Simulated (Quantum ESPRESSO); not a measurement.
# CrPbO3: parallel and opposed starts, part 3 of 3

Does CrPbO3 prefer parallel or opposed moments, or none?

Quantum ESPRESSO 7.5; LDA; plane waves with GBRV 1.5 LDA potentials, no spin-orbit coupling.

So far, absolute magnetization (μB): step 2 (run 1, typed as ferro +) 2.24.

## Step 4: Start 3: antiferro q=(1/2,1/2,1/2) +−

The cell is doubled to 10 atoms to hold this order.

Input file pw.in:

```
&CONTROL
  calculation = 'scf'
  prefix = 'pwscf'
  outdir = './tmp'
  pseudo_dir = './pseudo'
  disk_io = 'nowf'
/
&SYSTEM
  ibrav = 0
  celldm(1) = 8
  nat = 10
  ntyp = 4
  ecutwfc = 40
  ecutrho = 280
  nbnd = 60
  occupations = 'smearing'
  smearing = 'fd'
  degauss = 0.00367493
  nspin = 2
  starting_magnetization(1) = 0.2143
  starting_magnetization(2) = -0.2143
  starting_magnetization(3) = 0
  starting_magnetization(4) = 0
/
&ELECTRONS
  conv_thr = 2d-08
  electron_maxstep = 150
  mixing_beta = 0.3
/
ATOMIC_SPECIES
Cr1    51.9961 cr_lda_v1.5.uspp.F.UPF
Cr2    51.9961 cr_lda_v1.5.uspp.F.UPF
Pb    207.2000 pb_lda_v1.uspp.F.UPF
O      15.9990 o_lda_v1.2.uspp.F.UPF
CELL_PARAMETERS alat
   1.8950173577747    0.0000000000000    0.0000000000000
   0.9475086788874    0.9475086788874    0.0000000000000
   0.9475086788874    0.0000000000000    0.9475086788874
ATOMIC_POSITIONS crystal
Cr1     0.0000000000    0.0000000000    0.0000000000
Cr2     0.5000000000    0.0000000000    0.0000000000
Pb      0.7500000000    0.5000000000    0.5000000000
Pb      0.2500000000    0.5000000000    0.5000000000
O       0.7500000000    0.0000000000    0.5000000000
O       0.2500000000    0.0000000000    0.5000000000
O       0.7500000000    0.5000000000    0.0000000000
O       0.2500000000    0.5000000000    0.0000000000
O       0.2500000000    0.0000000000    0.0000000000
O       0.7500000000    0.0000000000    0.0000000000
K_POINTS automatic
3 6 6 0 0 0
```

On the command line:

```sh
OMP_NUM_THREADS=1 mpirun -n 4 pw.x -nk 4 -in pw.in > pw.out
```

Output:

```text
     [... lines left out ...]
Program PWSCF v.7.5 starts
     [... lines left out ...]
     number of atoms/cell      =           10
     [... lines left out ...]
     number of electrons       =        92.00
     number of Kohn-Sham states=           60
     kinetic-energy cutoff     =      40.0000  Ry
     charge density cutoff     =     280.0000  Ry
     scf convergence threshold =      2.0E-08
     [... lines left out ...]
     48 Sym. Ops., with inversion, found
     [... lines left out ...]
     number of k points=    10  Fermi-Dirac smearing, width (Ry)=  0.0037
     [... lines left out ...]
     iteration # 15     ecut=    40.00 Ry     beta= 0.30
     [... lines left out ...]
     Magnetic moment per site  (integrated on atomic sphere of radius R)
     atom   1 (R=0.195)  charge= 10.8337  magn=  1.5702
     atom   2 (R=0.195)  charge= 10.8337  magn= -1.5701
     atom   3 (R=0.276)  charge= 11.2833  magn=  0.0000
     atom   4 (R=0.276)  charge= 11.2833  magn=  0.0000
     atom   5 (R=0.195)  charge=  5.3679  magn= -0.0000
     atom   6 (R=0.195)  charge=  5.3679  magn= -0.0000
     atom   7 (R=0.195)  charge=  5.3679  magn= -0.0000
     atom   8 (R=0.195)  charge=  5.3679  magn= -0.0000
     atom   9 (R=0.195)  charge=  5.3679  magn= -0.0000
     atom  10 (R=0.195)  charge=  5.3679  magn= -0.0000
     [... lines left out ...]
     the Fermi energy is     9.9861 ev
!    total energy              =    -872.91272012 Ry
     estimated scf accuracy    <          7.5E-09 Ry
     smearing contrib. (-TS)   =      -0.00502647 Ry
     [... lines left out ...]
     total magnetization       =     0.00 Bohr mag/cell
     absolute magnetization    =     3.92 Bohr mag/cell
     convergence has been achieved in  15 iterations
```

Run time: 41 s. Hardware: 4 MPI ranks of Intel Xeon Platinum 8488C (Sapphire Rapids), shared host; peak memory 0.81 GiB; 2.7 min of CPU time.

Spin moment in the atom's sphere by atom:

| atom | spin moment in the atom's sphere (μB) |
| --- | --- |
| Cr1 | 1.57 |
| Cr2 | -1.57 |
| Pb3 | 0.00 |
| Pb4 | 0.00 |
| O5 | 0.00 |
| O6 | 0.00 |
| O7 | 0.00 |
| O8 | 0.00 |
| O9 | 0.00 |
| O10 | 0.00 |

Read from the output:

```
smearing term TS       : 0.06839 eV
magnetization          : 0 μB
absolute magnetization : 3.923 μB
final state            : antiferromagnetic
```

## Step 5: Run 4 (no spin polarisation)

Input file pw.in:

```
&CONTROL
  calculation = 'scf'
  prefix = 'pwscf'
  outdir = './tmp'
  pseudo_dir = './pseudo'
  disk_io = 'nowf'
/
&SYSTEM
  ibrav = 0
  celldm(1) = 8
  nat = 5
  ntyp = 3
  ecutwfc = 40
  ecutrho = 280
  nbnd = 32
  occupations = 'smearing'
  smearing = 'fd'
  degauss = 0.00367493
/
&ELECTRONS
  conv_thr = 1d-08
  electron_maxstep = 150
  mixing_beta = 0.3
/
ATOMIC_SPECIES
Cr     51.9961 cr_lda_v1.5.uspp.F.UPF
Pb    207.2000 pb_lda_v1.uspp.F.UPF
O      15.9990 o_lda_v1.2.uspp.F.UPF
CELL_PARAMETERS alat
   0.9475086788874    0.0000000000000    0.0000000000000
   0.0000000000000    0.9475086788874    0.0000000000000
   0.0000000000000    0.0000000000000    0.9475086788874
ATOMIC_POSITIONS crystal
Cr      0.0000000000    0.0000000000    0.0000000000
Pb      0.5000000000    0.5000000000    0.5000000000
O       0.0000000000    0.0000000000    0.5000000000
O       0.0000000000    0.5000000000    0.0000000000
O       0.5000000000    0.0000000000    0.0000000000
K_POINTS automatic
6 6 6 0 0 0
```

Output:

```text
     [... lines left out ...]
Program PWSCF v.7.5 starts
     [... lines left out ...]
     number of atoms/cell      =            5
     [... lines left out ...]
     number of electrons       =        46.00
     number of Kohn-Sham states=           32
     kinetic-energy cutoff     =      40.0000  Ry
     charge density cutoff     =     280.0000  Ry
     scf convergence threshold =      1.0E-08
     [... lines left out ...]
     48 Sym. Ops., with inversion, found
     [... lines left out ...]
     number of k points=    20  Fermi-Dirac smearing, width (Ry)=  0.0037
     [... lines left out ...]
     iteration # 12     ecut=    40.00 Ry     beta= 0.30
     [... lines left out ...]
     the Fermi energy is    10.5299 ev
!    total energy              =    -436.43438359 Ry
     estimated scf accuracy    <          1.3E-09 Ry
     smearing contrib. (-TS)   =      -0.00376861 Ry
     [... lines left out ...]
     convergence has been achieved in  12 iterations
```

Wall time 6 s (4 MPI ranks); peak memory 0.4 GiB.

This step gave:

```yaml
smearing_term_ts: 0.05127 eV
final_state: non-magnetic (no spin polarisation)
```

## Step 6: Ranking

An order is kept where moments of 0.15 μB or more survive with the typed signs; meshes match where a doubled cell samples the same k points as the first cell.

Orders:

| start | final state | typed order kept | energy over the lowest (meV a seeded atom) | largest site moment (μB) | net moment (μB a cell of the first run) | mesh matched | CPU time (s) |
| --- | --- | --- | --- | --- | --- | --- | --- |
| ferro + | ferromagnetic | yes | 31.74 | 1.762 | 2 | yes | 43.8 |
| antiferro q=(0,0,1/2) +- | antiferromagnetic | yes | 5.809 | 1.641 | 0 | yes | 202.8 |
| antiferro q=(1/2,1/2,1/2) +- | antiferromagnetic | yes | 0 | 1.57 | 0 | yes | 164.8 |
| no spin polarisation | non-magnetic | - | 299 | 0 | 0 | yes | 23.25 |

## Step 7: Couplings from the energies

E = −Σ J e·e over ordered pairs of unit vectors, so each pair counts twice. As many shells are taken as there are differences of energy, so the couplings are solved for and no residual tests the model; further shells are folded in, and shells whose pairs keep their relative signs in all orders cancel and are not probed. Couplings from the energies:

| pair | distance (Å) | neighbours an atom | J (meV) |
| --- | --- | --- | --- |
| Cr-Cr | 4.011 | 6 | -2.645 |
| Cr-Cr | 5.673 | 12 | -0.9596 |

## Step 8: Outcome

```
lowest state found                                                     : antiferromagnetic (from antiferro q=(1/2,1/2,1/2) +-)
largest site moment                                                    : 1.57 μB
next state with moments                                                : antiferromagnetic, 5.81 meV a seeded atom higher
state without moments                                                  : 299 meV a seeded atom higher
J of the weightiest shell (Cr-Cr, 4.01 Å; E = −Σ J e·e, ordered pairs) : -2.65 meV
```

In words: Forming the moments gains more than four times the spread of the orders, as local moments do. The largest moment changes by 11 % between the kept orders, a modest change. Only these 4 starts were compared; other wavevectors, canted and longer-period orders were not. A computed site moment is spin alone and hangs on the region that is counted: the program's spheres do not touch and miss the tail of the moment. Measured moments hold any orbital part as well, and belong to the order of the sample, which need not be the order of this run. No Hubbard term acts here. In such compounds local and semilocal functionals without one often delocalise the d electrons, and can shrink or lose moments and miss the size, sign and order of the couplings. The smearing term is large for its width, so states at the Fermi level are partly filled: at this level the cell is a metal or has a gap of a few widths at most.

Computed beside measured:

| quantity | measured | in the sphere |
| --- | --- | --- |
| moment (Cr) (μB) | 2.2 | 1.57 (-28.6 %) |

Measured values from arxiv:2410.11649 (2024).

**Verdict.** The moment is off by -28.6 %. No cell relaxation is part of this session.

[Logs and program files are shortened in this print: banners, set-up blocks, solver, clock and traceback lines can be left out without a mark of their own.]

[Logs are printed without paths, hosts, clocks, repeated set-up lines and the standing remarks that a program may print on its own settings, such as how far it seeks lower states.]

[Hosts, paths, dates, database ids (printed as entryN), source tags and the programs' standing remarks are cut or masked in the printed files.]

[Where a cell is said to come from a database of computed structures, the database is the Materials Project.]
